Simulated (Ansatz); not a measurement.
## 3-layer puckered SnSe (AB) in a perpendicular field

Aim: how the 3-layer puckered SnSe (AB) screens a field along its normal, and what the field does to its bands. A positive field points along +c.

Program: Ansatz 0.2.0. Level of theory: plane-wave DFT, PBE-D3(BJ), Ansatz PAW. Results are calculated unless marked as measured.

## (1) The starting structure

The cell holds 12 atoms: 6 Sn and 6 Se. Its edges and angles: a = 4.400 Å, b = 4.290 Å, c = 59.781 Å, α = 90.0°, β = 90.0°, γ = 90.0°. Regions: layer 1: puckered SnSe, 4 atoms (2 Sn and 2 Se); layer 2: puckered SnSe, 4 atoms (2 Sn and 2 Se); layer 3: puckered SnSe, 4 atoms (2 Sn and 2 Se). Vacuum lies along c.

## (2) Relaxing the slab

The starting cell is a guess, so the in-plane lattice and the atoms are relaxed first, with the slab cut off from its images along the normal.

The input, input.yaml:

```yaml
crystal:
  lattice:
    - [4.4, 0.0, 0.0]
    - [0.0, 4.29, 0.0]
    - [0.0, 0.0, 59.7808000023]
  atoms:
    - { symbol: Sn, position: [0.06, 0.0, 0.3797205792] }
    - { symbol: Se, position: [0.44, 0.5, 0.3813933571] }
    - { symbol: Se, position: [0.94, 0.0, 0.4247785242] }
    - { symbol: Sn, position: [0.56, 0.5, 0.4264513021] }
    - { symbol: Sn, position: [0.06, 0.5, 0.4766346385] }
    - { symbol: Se, position: [0.44, 0.0, 0.4783074164] }
    - { symbol: Se, position: [0.94, 0.5, 0.5216925836] }
    - { symbol: Sn, position: [0.56, 0.0, 0.5233653615] }
    - { symbol: Sn, position: [0.06, 0.0, 0.5735486979] }
    - { symbol: Se, position: [0.44, 0.5, 0.5752214758] }
    - { symbol: Se, position: [0.94, 0.0, 0.6186066429] }
    - { symbol: Sn, position: [0.56, 0.5, 0.6202794208] }
  periodic: [true, true, false]
kpoints:
  mp_grid: { grid: [8, 8, 1] }
hamiltonian:
  xc: pbe
  dispersion: d3bj
scf:
  occupations: { method: fermi_dirac, width: 0.05 }
  convergence: { dr2_threshold: 1.0e-09 }
relax:
  f_tol: 0.004
  max_steps: 90
  cell: {}
output:
  write_potential: true
  write_density: true
  volumetric_format: npy
```

Run with:

```sh
$ ansatz run input.yaml --threads 4 --pin off --max-ram 16384MiB --backend cpu --events-out ev --progress --plain --runs-dir out
```

Numbers of over 12 decimals in the logs are rounded to 6 here.

What it wrote:

```text
Warning: relax.cell: scf.convergence.dr2_threshold = 1e-9 eV is looser than the 2.01876302768e-10 eV advised for a relaxation that steers and ends on the stress (1e-10 eV for each atom of the cell: 12, times the square of relax.cell.stress_2d_tol = 0.05 N/m over 24.4 Å (the atoms' height at the walk's start and 5 Å past either face), 2.051e-2 GPa, over a crystal's default 0.05). What an SCF threshold leaves in a stress goes as its square root, and in the free energy as the threshold itself, and one threshold admits the most on a small cell: [figures from the program's tests cut] Set scf.convergence.dr2_threshold to 2.01876302768e-10 eV or tighter. [rest of the remark cut]
Engine: ansatz 0.2.0, aarch64-unknown-linux-gnu
Pseudopotentials: kind: paw
Pseudopotential: Sn, paw, valence charge 14, recommended cutoff 420 eV (normal), Sn.paw.azcp
Pseudopotential: Se, paw, valence charge 16, recommended cutoff 420 eV (normal), Se.paw.azcp
Functional definition: PBE
  parameter kappa = 0.804
  parameter beta = 0.066725
  exchange = pbe_x(kappa = kappa, mu = beta*pi^2/3)
  correlation = pbe_c(beta = beta)
Crystal: 12 atoms, lattice volume = 1128.422 Å³
Basis set: ecut = 420 eV, 22103 PW (Γ), exchange–correlation on 60×60×800 points (8 copies of the dense FFT grid, shifted against one another)
Bands: 108, of which v1, the nominal top of the filled ones, is band 90 counted from 1 (89 counted from 0)
Symmetry: 4 space group operations
Space group: Pmn21 (ITA 31), of the structure as read, at distance tolerance 1.0e-4 Å
k-points: 25 of 64 (time reversal used)
Non-local potential: Sn, projectors of the file, l = 0: 2, l = 1: 2, l = 2: 2, l = 3: 2
Non-local potential: Se, projectors of the file, l = 0: 2, l = 1: 2, l = 2: 3, l = 3: 1
PAW form: soft (Blöchl's): semilocal exchange-correlation on the pseudo side does not see the compensation charge
PAW one-centre angular grid: Sn, 590 points (default); XC on 64 Gauss nodes
PAW one-centre angular grid: Se, 590 points (default); XC on 64 Gauss nodes
Initial density: superposition of atomic densities (neutral atoms: chi_scale 0, normalization atom), corrected by the library's trained network
Initial wavefunctions: pseudopotential atomic-orbital guess
Functional: x = pbe(κ = 0.804, μ = 0.219515), c = pbe(β = 0.066725)
SCF iter   1: F=—  HF=-68968.049762 eV  |F-HF|=—  |Δ(HF+E_count)|=         —  Δρ=9.00e-4  dr2=6.15e-2  ethr=1.77e-3  ⟨swp⟩=11.3  Hψ=14086  notcnv=0  defer=51
preconditioner: auto → Resta (q_TF=auto, 2.009 Å⁻¹)  ε∞=1.5  [insulator: Δε(μ)=1.103 eV  Ē_g=16.625 eV  σ=0.050 eV  W_gap=1.00  n_scr=146 (ndim 8)  ℏωp=12.1 eV  f_vac=0.694  D(μ)=0.00/eV (n_scr^D=0)  ε∞_Penn≈1.5  vacuum switching on, ρ_ref=2.0e-2 e/Å³]
SCF iter   2: F=—  HF=-68968.066729 eV  |F-HF|=—  |Δ(HF+E_count)|=   1.70e-2  Δρ=1.14e-3  dr2=3.11e-1  ethr=3.42e-5  ⟨swp⟩=4.0  Hψ=5405  notcnv=0  defer=242
SCF iter   3: F=—  HF=-68968.037715 eV  |F-HF|=—  |Δ(HF+E_count)|=   2.90e-2  Δρ=3.76e-4  dr2=5.00e-3  ethr=3.42e-5  ⟨swp⟩=2.7  Hψ=3158  notcnv=0  defer=242
SCF iter   4: F=—  HF=-68968.038032 eV  |F-HF|=—  |Δ(HF+E_count)|=   3.16e-4  Δρ=1.57e-4  dr2=3.01e-4  ethr=2.78e-6  ⟨swp⟩=2.2  Hψ=4399  notcnv=0  defer=233
SCF iter   5: F=—  HF=-68968.038181 eV  |F-HF|=—  |Δ(HF+E_count)|=   1.49e-4  Δρ=5.17e-5  dr2=3.72e-5  ethr=1.67e-7  ⟨swp⟩=3.0  Hψ=4519  notcnv=0  defer=233
SCF iter   6: F=—  HF=-68968.038139 eV  |F-HF|=—  |Δ(HF+E_count)|=   4.18e-5  Δρ=1.98e-5  dr2=1.38e-5  ethr=2.07e-8  ⟨swp⟩=3.0  Hψ=4478  notcnv=0  defer=233
SCF iter   7: F=—  HF=-68968.037970 eV  |F-HF|=—  |Δ(HF+E_count)|=   1.69e-4  Δρ=9.05e-6  dr2=1.27e-6  ethr=7.68e-9  ⟨swp⟩=2.9  Hψ=3734  notcnv=0  defer=233
SCF iter   8: F=—  HF=-68968.037971 eV  |F-HF|=—  |Δ(HF+E_count)|=   6.59e-7  Δρ=3.36e-6  dr2=1.08e-7  ethr=7.06e-10  ⟨swp⟩=3.0  Hψ=4407  notcnv=0  defer=233
SCF iter   9: F=—  HF=-68968.037971 eV  |F-HF|=—  |Δ(HF+E_count)|=   1.17e-7  Δρ=9.63e-7  dr2=1.17e-8  ethr=6.00e-11  ⟨swp⟩=3.0  Hψ=4514  notcnv=0  defer=233
SCF iter  10: F=—  HF=-68968.037971 eV  |F-HF|=—  |Δ(HF+E_count)|=   2.02e-8  Δρ=2.80e-7  dr2=1.16e-9  ethr=6.51e-12  ⟨swp⟩=3.0  Hψ=4776  notcnv=0  defer=233
SCF iter  11: F=-68968.037971 eV  HF=-68968.037971 eV  |F-HF|=6.75e-9  |Δ(HF+E_count)|=  7.13e-10  Δρ=1.07e-7  dr2=3.43e-10  ethr=1.00e-12  ⟨swp⟩=10.7  Hψ=16926  notcnv=0
SCF 1 converged in 11 iterations: F = -68968.037971 eV  dr2 = 3.43e-10
  greatest PAW one-centre occupation: 1.000 electrons in one spin orbital (limit 2), on the Se atom at site 6 (counted from 0), in its partial waves of l = 2
relax step   1: F+E_penalty+E_count = -68968.03797077 eV  Δ(F+E_penalty+E_count) = +0.000e0 eV  max|allowed force component| = 7.067e-1 eV/Å  Δτ_max = 0.0000 Å  P = +4.431 N/m  Ω = 1128.422 Å³  fix = [c, alpha, beta]  reactions: c +0.000 N/m  (11 SCF iters, accepted)
Crystal: 12 atoms, lattice volume = 1124.591 Å³
Basis set: ecut = 420 eV, 21987 PW (Γ), exchange–correlation on 60×60×800 points (8 copies of the dense FFT grid, shifted against one another)
Initial density: handed on by an earlier stage of this run
Initial wavefunctions: those handed on with the density
iter 1 solved again at ethr=1.68e-4 eV; its pass at ethr=3.10e-3 eV (dr2=3.03e-1 eV) is discarded
SCF iter   1: F=—  HF=-68968.513107 eV  |F-HF|=—  |Δ(HF+E_count)|=         —  Δρ=4.09e-3  dr2=3.04e-1  ethr=1.68e-4  ⟨swp⟩=5.0  Hψ=14369  notcnv=0
preconditioner: auto → Resta (q_TF=auto, 2.010 Å⁻¹)  ε∞=1.5  [insulator: Δε(μ)=0.863 eV  Ē_g=16.425 eV  σ=0.050 eV  W_gap=1.00  n_scr=142 (ndim 8)  ℏωp=12.1 eV  f_vac=0.693  D(μ)=0.00/eV (n_scr^D=0)  ε∞_Penn≈1.5  vacuum switching on, ρ_ref=2.0e-2 e/Å³]
SCF iter   2: F=—  HF=-68968.447063 eV  |F-HF|=—  |Δ(HF+E_count)|=   6.60e-2  Δρ=2.16e-3  dr2=5.69e-2  ethr=1.68e-4  ⟨swp⟩=5.0  Hψ=5675  notcnv=0  defer=29
SCF iter   3: F=—  HF=-68968.449535 eV  |F-HF|=—  |Δ(HF+E_count)|=   2.47e-3  Δρ=1.10e-3  dr2=9.95e-2  ethr=3.16e-5  ⟨swp⟩=4.6  Hψ=5415  notcnv=0  defer=55
SCF iter   4: F=—  HF=-68968.452949 eV  |F-HF|=—  |Δ(HF+E_count)|=   3.41e-3  Δρ=8.19e-4  dr2=1.32e-1  ethr=3.16e-5  ⟨swp⟩=3.0  Hψ=3824  notcnv=0  defer=214
SCF iter   5: F=—  HF=-68968.443266 eV  |F-HF|=—  |Δ(HF+E_count)|=   9.68e-3  Δρ=3.52e-4  dr2=1.81e-2  ethr=3.16e-5  ⟨swp⟩=2.3  Hψ=3219  notcnv=0  defer=214
SCF iter   6: F=—  HF=-68968.441849 eV  |F-HF|=—  |Δ(HF+E_count)|=   1.42e-3  Δρ=1.00e-4  dr2=1.02e-3  ethr=1.00e-5  ⟨swp⟩=2.3  Hψ=3176  notcnv=0  defer=214
SCF iter   7: F=—  HF=-68968.441777 eV  |F-HF|=—  |Δ(HF+E_count)|=   7.22e-5  Δρ=3.75e-5  dr2=4.05e-5  ethr=5.68e-7  ⟨swp⟩=2.8  Hψ=3504  notcnv=0  defer=214
[...]
relax step   7: F+E_penalty+E_count = -68968.52605688 eV  Δ(F+E_penalty+E_count) = -1.515e-3 eV  max|allowed force component| = 5.562e-3 eV/Å  Δτ_max = 0.0250 Å  P = +0.026 N/m  Ω = 1090.970 Å³  energy of the carried Pulay correction = +1.939e-3 eV  fix = [c, alpha, beta]  reactions: c +0.000 N/m  (9 SCF iters, accepted)
[...]
relax step   8: F+E_penalty+E_count = -68968.52609124 eV  Δ(F+E_penalty+E_count) = -3.436e-5 eV  max|allowed force component| = 1.060e-2 eV/Å  Δτ_max = 0.0123 Å  P = +0.030 N/m  Ω = 1090.500 Å³  energy of the carried Pulay correction = +1.964e-3 eV  fix = [c, alpha, beta]  reactions: c +0.000 N/m  (8 SCF iters, accepted)
[...]
relax step   9: F+E_penalty+E_count = -68968.52620555 eV  Δ(F+E_penalty+E_count) = -1.143e-4 eV  max|allowed force component| = 2.424e-3 eV/Å  Δτ_max = 0.0051 Å  P = +0.005 N/m  Ω = 1090.601 Å³  energy of the carried Pulay correction = +1.959e-3 eV  fix = [c, alpha, beta]  reactions: c +0.000 N/m  (8 SCF iters, accepted)
Initial wavefunctions: pseudopotential atomic-orbital guess (no wavefunctions were taken with the density)
iter 1 solved again at ethr=7.67e-7 eV; its pass at ethr=3.10e-3 eV (dr2=1.38e-3 eV) is discarded
SCF iter   1: F=—  HF=-68968.524751 eV  |F-HF|=—  |Δ(HF+E_count)|=         —  Δρ=1.65e-5  dr2=4.60e-7  ethr=7.67e-7  ⟨swp⟩=5.7  Hψ=23349  notcnv=0
eigensolver tolerance schedule: the retry pair's looser diagonalisation over-reported the residual by 2998.21 of it (diagonalisation noise at 2.87 of the residual, at the tolerance the schedule requests for it); recorded, not acted on — ethr = c·dr2/N_el stays at c = 1.0e-1
preconditioner: auto → Resta (q_TF=auto, 2.021 Å⁻¹)  ε∞=1.5  [insulator: Δε(μ)=0.795 eV  Ē_g=16.630 eV  σ=0.050 eV  W_gap=1.00  n_scr=146 (ndim 8)  ℏωp=12.3 eV  f_vac=0.695  D(μ)=0.00/eV (n_scr^D=0)  ε∞_Penn≈1.5  vacuum switching on, ρ_ref=2.0e-2 e/Å³]
SCF iter   2: F=—  HF=-68968.524513 eV  |F-HF|=—  |Δ(HF+E_count)|=   2.38e-4  Δρ=8.39e-6  dr2=1.50e-7  ethr=2.56e-10  ⟨swp⟩=4.9  Hψ=8728  notcnv=0
SCF iter   3: F=—  HF=-68968.524514 eV  |F-HF|=—  |Δ(HF+E_count)|=   3.65e-7  Δρ=2.59e-6  dr2=5.07e-8  ethr=8.33e-11  ⟨swp⟩=2.8  Hψ=4518  notcnv=0
SCF iter   4: F=—  HF=-68968.524514 eV  |F-HF|=—  |Δ(HF+E_count)|=   2.30e-8  Δρ=8.61e-7  dr2=4.00e-8  ethr=2.82e-11  ⟨swp⟩=3.5  Hψ=5776  notcnv=0
SCF iter   5: F=—  HF=-68968.524514 eV  |F-HF|=—  |Δ(HF+E_count)|=   1.95e-9  Δρ=5.67e-7  dr2=4.98e-8  ethr=2.22e-11  ⟨swp⟩=2.6  Hψ=3422  notcnv=0
SCF iter   6: F=—  HF=-68968.524514 eV  |F-HF|=—  |Δ(HF+E_count)|=   1.11e-9  Δρ=2.83e-7  dr2=7.09e-9  ethr=2.22e-11  ⟨swp⟩=2.0  Hψ=3118  notcnv=0
SCF iter   7: F=-68968.524514 eV  HF=-68968.524514 eV  |F-HF|=3.86e-9  |Δ(HF+E_count)|=   1.91e-9  Δρ=1.08e-7  dr2=5.16e-10  ethr=1.00e-12  ⟨swp⟩=14.8  Hψ=20899  notcnv=0
SCF 10 converged in 7 iterations: F = -68968.524514 eV  dr2 = 5.16e-10
  greatest PAW one-centre occupation: 1.000 electrons in one spin orbital (limit 2), on the Se atom at site 2 (counted from 0), in its partial waves of l = 2
relax step  10: F+E_penalty+E_count = -68968.52451386 eV  Δ(F+E_penalty+E_count) = +1.692e-3 eV  max|allowed force component| = 2.333e-3 eV/Å  Δτ_max = 0.0000 Å  P = -0.003 N/m  Ω = 1090.601 Å³  fix = [c, alpha, beta]  reactions: c +0.000 N/m  stress off target by 6.02e-3 N/m on what of the cell is left free  SCF on the basis re-selected at this cell (its energy is not comparable with the rows above)  (7 SCF iters)
basis re-selected at this cell: Δ(F+E_penalty+E_count) = +1.692e-3 eV, ΔP = -0.007 N/m vs the last step (what re-selecting the basis moved, of the pressure what is left beyond the Pulay correction that the steps carried, after the strain that the cell walked since its last selection, with what the two solves' SCF thresholds leave and, on support functions, any second-order correction that the steps lacked; it is no m [...]
WARN: The output density's exchange-correlation potential varies sharply where the density is thin. Do not read a vacuum level from v_tot or v_xc, or from such a field of the output density. On a cell that repeats whose density bears no net charge and no dipole along the vacuum's axis use v_es (v_loc + v_h of the components); under efield.dipole_correction with no amplitude use v_es + v_field, which holds any externa [...]
SCF converged after 7 iterations
Free energy (F): -68968.524514 eV
Harris-Foulkes:  -68968.524514 eV  (|F-HF|=3.86e-9)
Internal energy: -68968.524477 eV  (E = F + TS)
E sigma→0 (E₀):  -68968.524495 eV
Entropy (-TS):   -0.000037 eV (-0.003 meV/atom)
Fermi energy:    -3.946011 eV
--- Per-component energies (eV) ---
  E_band       = -5210.707781
  E_kinetic    = 1823.671704
  E_local      = -1510774.365902  (includes V_loc(G=0)·N_el)
  E_nonlocal   = -3771.148100
  E_hartree    = 754734.645993
  E_xc         = -2925.124516
  E_vxc        = -1168.904569  (∫ρ·V_xc dr)
  E_paw        = -36268.108727  (= ΣΔE_a)
  E_vpaw       = -789.267776  (= ΣTr[D̂ρ^β])
  E_aug_tail   = -0.003438  (compensation charges beyond the density's cutoff)
  E_ewald      = 728215.767993
  E_disp       = -3.859484  (pairwise vdW)
  E_smearing   = -0.000037  (= −TS)
  E_closure    = 0.000000  (closes the sum)
  Σ components = -68968.524514   (vs F -68968.524514, Δ=0.00e0)
--- Forces (eV/Å), atoms counted from 1 ---
  atom   1  Sn    -0.00045846    -0.00000000    -0.00192091
  atom   2  Se     0.00083823     0.00000000     0.00196552
  atom   3  Se    -0.00039245     0.00000000     0.00083679
  atom   4  Sn    -0.00025268    -0.00000000    -0.00233338
  atom   5  Sn    -0.00001354    -0.00000000     0.00097955
  atom   6  Se     0.00027887     0.00000000     0.00099379
  atom   7  Se     0.00027887     0.00000000    -0.00099379
  atom   8  Sn    -0.00001354    -0.00000000    -0.00097955
  atom   9  Sn    -0.00025268    -0.00000000     0.00233338
  atom  10  Se    -0.00039245     0.00000000    -0.00083679
  atom  11  Se     0.00083823     0.00000000    -0.00196552
  atom  12  Sn    -0.00045846    -0.00000000     0.00192091
  max |Σ_I F_I| component: 6.55e-8 eV/Å
--- 2D stress c σ (N/m, compression-positive) ---
        0.000610      -0.000000      -0.000000
       -0.000000      -0.006024       0.000000
       -0.000000       0.000000       0.000000
  P = ½ c Tr σ = -0.0027 N/m
--- Band table (eV; the first three rows and the last of 25) ---
  k-point 0: bands = [... 86 lower, -6.0421, -4.9238, -4.8315, -4.8253, -3.5161, -2.3900, -1.3264, -1.2876, ... 14 higher]
  k-point 1: bands = [... 86 lower, -5.7541, -4.9412, -4.8969, -4.8641, -3.4669, -2.3469, -1.4248, -1.3302, ... 14 higher]
  k-point 2: bands = [... 86 lower, -5.1912, -5.1548, -4.9636, -4.9180, -3.1817, -2.5465, -2.3321, -2.1833, ... 14 higher]
  k-point 24: bands = [... 86 lower, -6.0435, -6.0435, -5.9834, -5.9834, -1.6393, -1.6393, -1.5468, -1.5468, ... 14 higher]
  the weakly bound empty levels are not read free of the cell's end (no_gap_told)
--- Relaxed structure (9 steps of the walk, 8 accepted, 1 SCFs on fresh bases) ---
  F+E_penalty+E_count = -68968.52451386 eV   max|allowed force component| = 2.333e-3 eV/Å   (the final SCF, on the basis selected at the relaxed cell)
  cell:  # Å, volume = 1090.6006 Å³
    - [4.311185, 3.3234611578207544e-18, 0]
    - [3.2403746288752353e-18, 4.231627, 0]
    - [0, 0, 59.7808000023]
  atoms:
    - { symbol: Sn, position: [0.020633, 0, 0.379442] }
    - { symbol: Se, position: [0.474250, 0.500000, 0.382488] }
    - { symbol: Se, position: [0.975331, 0, 0.424818] }
    - { symbol: Sn, position: [0.525835, 0.500000, 0.428119] }
    - { symbol: Sn, position: [0.029599, 0.500000, 0.475209] }
    - { symbol: Se, position: [0.474352, 0, 0.479164] }
    - { symbol: Se, position: [0.974352, 0.500000, 0.520836] }
    - { symbol: Sn, position: [0.529599, 0, 0.524791] }
    - { symbol: Sn, position: [0.025835, 0, 0.571881] }
    - { symbol: Se, position: [0.475331, 0.500000, 0.575182] }
    - { symbol: Se, position: [0.974250, 0, 0.617512] }
    - { symbol: Sn, position: [0.520633, 0.500000, 0.620558] }
```

It took 19 min on 4 threads of Arm Neoverse V1, shared host; peak memory 3.8 GiB; 74 min of CPU time.

Relaxation path:

```csv
step,energy less that of the first step (eV),largest force component (eV/Å),volume (Å³)
1,0.0000,0.7067,1128.42
2,-0.4035,0.3358,1124.59
3,-0.4762,0.0482,1113.34
4,-0.4801,0.0185,1107.02
5,-0.4866,0.0208,1094.25
6,-0.4867,0.0419,1087.34
7,-0.4881,0.0056,1090.97
8,-0.4881,0.0106,1090.50
9,-0.4882,0.0024,1090.60
10*,-0.4865,0.0023,1090.60
```

Relaxation steps marked * repeat the geometry before them on a plane-wave basis chosen anew for their cell, so energy and pressure can jump there. Relaxation step 6 was tried and not accepted.

Forces are held to the 4 operations that the run works with; a distortion that breaks them can't arise in this run.

```csv
cell as run,before,after,change
a (Å),4.400,4.311,-2.0 %
b (Å),4.290,4.232,-1.4 %
```

The atoms that moved most (Å, along periodic axes as changes of fractional coordinates times the final cell, across vacuum about the mean position):

```csv
atom,dx,dy,dz,length
Sn9,-0.147,0.000,-0.100,0.178
Sn4,-0.147,0.000,0.100,0.178
Sn12,-0.170,0.000,0.017,0.171
Sn1,-0.170,0.000,-0.017,0.171
Se2,0.148,0.000,0.065,0.162
Se11,0.148,0.000,-0.065,0.162
Se6,0.148,0.000,0.051,0.157
Se7,0.148,0.000,-0.051,0.157
```

Final coordinates:

```cif
data_structure
_symmetry_space_group_name_H-M 'P 1'
_symmetry_Int_Tables_number 1
_cell_length_a 4.3112
_cell_length_b 4.2316
_cell_length_c 59.7808
_cell_angle_alpha 90.000
_cell_angle_beta 90.000
_cell_angle_gamma 90.000
_cell_volume 1090.60
loop_
_atom_site_label
_atom_site_type_symbol
_atom_site_fract_x
_atom_site_fract_y
_atom_site_fract_z
_atom_site_occupancy
Sn1 Sn 0.02063 0.00000 0.37944 1
Se2 Se 0.47425 0.50000 0.38249 1
Se3 Se 0.97533 0.00000 0.42482 1
Sn4 Sn 0.52583 0.50000 0.42812 1
Sn5 Sn 0.02960 0.50000 0.47521 1
Se6 Se 0.47435 0.00000 0.47916 1
Se7 Se 0.97435 0.50000 0.52084 1
Sn8 Sn 0.52960 0.00000 0.52479 1
Sn9 Sn 0.02583 0.00000 0.57188 1
Se10 Se 0.47533 0.50000 0.57518 1
Se11 Se 0.97425 0.00000 0.61751 1
Sn12 Sn 0.52063 0.50000 0.62056 1
```

The lattice constant a goes from 4.400 to 4.311 Å.

(Part 1 of 3 ends here.)

[Logs are printed without paths, hosts, clocks, repeated set-up lines and the standing remarks that a program may print on its own settings, such as how far it seeks lower states.]

[Hosts, paths, dates, database ids (printed as entryN), source tags and the programs' standing remarks are cut or masked in the printed files.]

[Maps of the electrostatic potential energy from Ansatz leave out the sawtooth potential of an applied field or a dipole correction, so their vacuum need not be flat; planar profiles and work functions include it.]
